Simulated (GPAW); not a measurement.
# SiO2 (P4_2/mnm): refractive index against wavelength

The refractive index of SiO2 (P4_2/mnm) along x below the direct gap (5.61 eV on the mesh) is read from one computed spectrum, n = √(Re ε). x, y and z are the Cartesian axes of the input cell.

The structure is tetragonal, space group P4_2/mnm (No. 136). The conventional cell has a = 4.177 Å, b = 4.177 Å, c = 2.665 Å, α = 90.00°, β = 90.00°, γ = 90.00°. Around Si on site a lie 6 O at 1.76 to 1.81 Å. O on site f has 3 Si at 1.76 to 1.81 Å as nearest neighbours.

Method: GPAW 26.7.0, LDA, RPA, k-mesh 7×7×11, local fields up to 50 eV, Lorentzian half width 0.15 eV.

Launch of the response step: `OMP_NUM_THREADS=1 python df.py`. The run took 4.8 min, its band step included, on 1 thread of Arm Neoverse N1, with other jobs on the host.

```
wavelength (nm)  photon energy E (eV)       n
            700                 1.771  1.8282
            633                 1.959  1.8309
            532                 2.331       ?
            450                 2.755  1.8459
            405                 3.061  1.8534
            365                 3.397  1.8628
            308                 4.025  1.8843
```

In the single-oscillator model n² − 1 = E₀E_d/(E₀² − E²), so 1/(n² − 1) = E₀/E_d − E²/(E₀E_d) is linear in E².

Working, on the rows shown:

| x = E² (eV²) | y = 1/(n² − 1) |
| --- | --- |
| 3.13716 | 0.426928 |
| 3.83641 | 0.425135 |
| 7.59115 | 0.415395 |
| 9.37179 | 0.410662 |
| 11.5384 | 0.404854 |
| 16.2043 | 0.392067 |

Means: x̄ = 8.6132, ȳ = 0.41251. Σ(x − x̄)(y − ȳ) = -0.3212, Σ(x − x̄)² = 120.6. Slope = -0.3212 / 120.6 = -0.002663; intercept = ȳ − slope · x̄ = 0.43544. Turned back into n, the line misses the rows shown by at most 0.00039.

What does the fit predict for the withheld row, and how well does it do?

At x = 5.4314 the line gives y = 0.42098, that is 1.8372. The run gave 1.8372, so the interpolation holds to the digits printed.

Refitted with all rows, the slope is -0.002664 and the intercept 0.43545. These give E₀ = √(intercept/−slope) = 12.79 eV and E_d = E₀/intercept = 29.4 eV; E₀ is 2.3 times the direct gap. The electronic limit at long wavelengths, without lattice vibrations, is n = √(1 + 1/intercept) = 1.816. Excitons are left out; LDA gaps are as a rule too small. The values come from a sum over the points of one k-mesh and carry its error, which grows as the direct gap shrinks. This version of GPAW has incomplete matrix elements in the optical limit, which can lower ε − 1 by up to a tenth where first-row anions or d states rule.

[Logs are printed without paths, hosts, clocks, repeated set-up lines and the standing remarks that a program may print on its own settings, such as how far it seeks lower states.]
